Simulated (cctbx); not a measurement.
# From intensities to atoms

Cell a = 5.1900 Å, b = 5.1900 Å, c = 8.0620 Å, α = 90.00°, β = 90.00°, γ = 120.00°; space group P6/mmm (no. 191); content Nd1 Ge4 Mn6 Ti2.

Simulated single-crystal data (cctbx): Mo Kα, λ = 0.71073 Å, to d = 0.7 Å, 50 % of the full sphere, strongest reflection 40000 counts, noise from counting, a 2 % proportional error and a noise floor of 8 counts (s.d.); no absorption.

Charge flipping in P1 on normalised amplitudes to 0.8 Å, δ = 1.1 σ, 10 % of the reflections treated as weak, 300 cycles:

```text
cycle      R  skewness
    0  0.568     0.46
   25  0.513     1.97
   50  0.450     2.65
   75  0.458     2.62
  100  0.442     2.61
  125  0.448     2.80
  150  0.458     2.51
  175  0.443     2.68
  200  0.445     2.83
  225  0.453     2.68
  250  0.451     2.58
  275  0.443     2.64
origin shift          correlation  skewness
 0.583  0.155  0.381      0.930      5.15
 0.914  0.828  0.385      0.890      4.96
 0.246  0.490  0.383      0.878      2.35
 0.582  0.148  0.142      0.886      2.74
taken: symmetry correlation 0.930, skewness 5.15
peak      x       y       z  mult  height/sigma
Q1    0.0000  0.0000  0.0000    1     17.8
Q2    0.0000  0.0000  0.3309    2     12.8
Q3    0.3333  0.6667  0.5000    2      7.5
Q4    0.3333  0.6667  0.0000    2      5.9
Q5    0.0000  0.5000  0.2594    6      5.2
Q6    0.2142  0.4283  0.2810   12      1.3
Q7    0.0000  0.0000  0.5000    1      1.2
Q8    0.1039  0.2079  0.2316   12      0.8
Q9    0.0000  0.3198  0.3673   12      0.8
Q10   0.0000  0.5000  0.0674    6      0.8
```

The origin is taken among those within 0.04 of the best correlation, by the skewness of the map.

It took 0.56 s on 1 thread of Arm Neoverse V2 (shared host), peak memory 0.07 GiB.

**Question.** Which peaks are atoms, and which elements?

Heights follow Z only loosely here, so the multiplicities, which must add up to the content, decide. First model: Q1 = Nd1 (1 in the cell, height 17.8), Q2 = Ge1 (2 in the cell, height 12.8), Q3 = Ge2 (2 in the cell, height 7.5), Q4 = Ti1 (2 in the cell, height 5.9) and Q5 = Mn1 (6 in the cell, height 5.2). Against the true structure, Q1 is Nd, Q2 is Ge, Q3 is Ge, Q4 is Ti and Q5 is Mn; the other peaks are not atoms.

Least squares on F², isotropic:

```text
Rint 0.021, 151 unique reflections to 0.70 A
cycle     R1     wR2    GooF  max shift (A)
   1  0.1518  0.4503  32.153   0.10344
   2  0.0524  0.1560  11.137   0.00024
final R1 0.0523 wR2 0.1560 GooF 11.137  parameters 7  data/parameter 21.6
atom        x        y        z      Ueq    occ   su(xyz)  su(Uiso or U11)
Nd1    0.00000  0.00000  0.00000   0.0111  1.000  0.00000  0.0007
Ge1    0.00000  0.00000  0.34370   0.0234  1.000  0.00059  0.0009
Ge2    0.33333  0.66667  0.50000   0.0201  1.000  0.00000  0.0009
Ti1    0.33333  0.66667  0.00000   0.0200  1.000  0.00000  0.0013
Mn1    0.00000  0.50000  0.26017   0.0198  1.000  0.00043  0.0008
difference map: max 4.49 min -6.68 rms 0.63
Q1    0.0000  0.0000  0.0000    1    4.54  0.00 A from Nd1
Q2    0.0000  0.0000  0.3441    2    3.97  0.00 A from Ge1
Q3    0.2900  0.5799  0.5000    6    3.73  0.39 A from Ge2
Q4    0.0000  0.5000  0.3173    6    3.51  0.46 A from Mn1
Q5    0.0000  0.5000  0.2065    6    2.29  0.43 A from Mn1
```

Anisotropic refinement:

```text
Rint 0.021, 151 unique reflections to 0.70 A
cycle     R1     wR2    GooF  max shift (A)
   1  0.0524  0.1560  11.376   0.00343
   2  0.0056  0.0126   0.919   0.00000
final R1 0.0056 wR2 0.0126 GooF 0.919  parameters 13  data/parameter 11.6
atom        x        y        z      Ueq    occ   su(xyz)  su(Uiso or U11)
Nd1    0.00000  0.00000  0.00000   0.0107  1.000  0.00000  0.0001
Ge1    0.00000  0.00000  0.34383   0.0226  1.000  0.00004  0.0001
Ge2    0.33333  0.66667  0.50000   0.0198  1.000  0.00000  0.0001
Ti1    0.33333  0.66667  0.00000   0.0199  1.000  0.00000  0.0001
Mn1    0.00000  0.50000  0.26059   0.0203  1.000  0.00004  0.0001
difference map: max 0.50 min -0.25 rms 0.08
Q1    0.0000  0.0000  0.5000    1    0.50  1.26 A from Ge1
Q2    0.0000  0.0000  0.3715    2    0.39  0.22 A from Ge1
Q3    0.0000  0.3778  0.0000    6    0.35  1.63 A from Ti1
Q4    0.3333  0.6667  0.1852    4    0.32  1.49 A from Ti1
Q5    0.1452  0.2903  0.5000    6    0.27  1.69 A from Ge2
Q6    0.1248  0.2496  0.2527   12    0.25  1.34 A from Ge1
```

**Reading.** The refinement ends at R1 = 0.0056, wR2 = 0.0126, GooF = 0.92, with difference density between -0.25 and 0.50 e/Å³. Every site matches the true model in element, within 0.001 Å r.m.s., up to an allowed shift of origin.

True model:

```
atom  mult.    x    y       z  Ueq (Å²)
 Nd1      1    0    0       0    0.0108
 Ge1      2    0    0  0.3438    0.0227
 Ge2      2  1/3  2/3     1/2    0.0198
 Mn1      6    0  1/2  0.2605    0.0203
 Ti1      2  1/3  2/3       0    0.0199
```

This is a model crystal, built by substitution and not relaxed, with assumed displacement parameters.

[Middle refinement cycles are left out of these outputs.]

[Logs are printed without paths, hosts, clocks, repeated set-up lines and the standing remarks that a program may print on its own settings, such as how far it seeks lower states.]
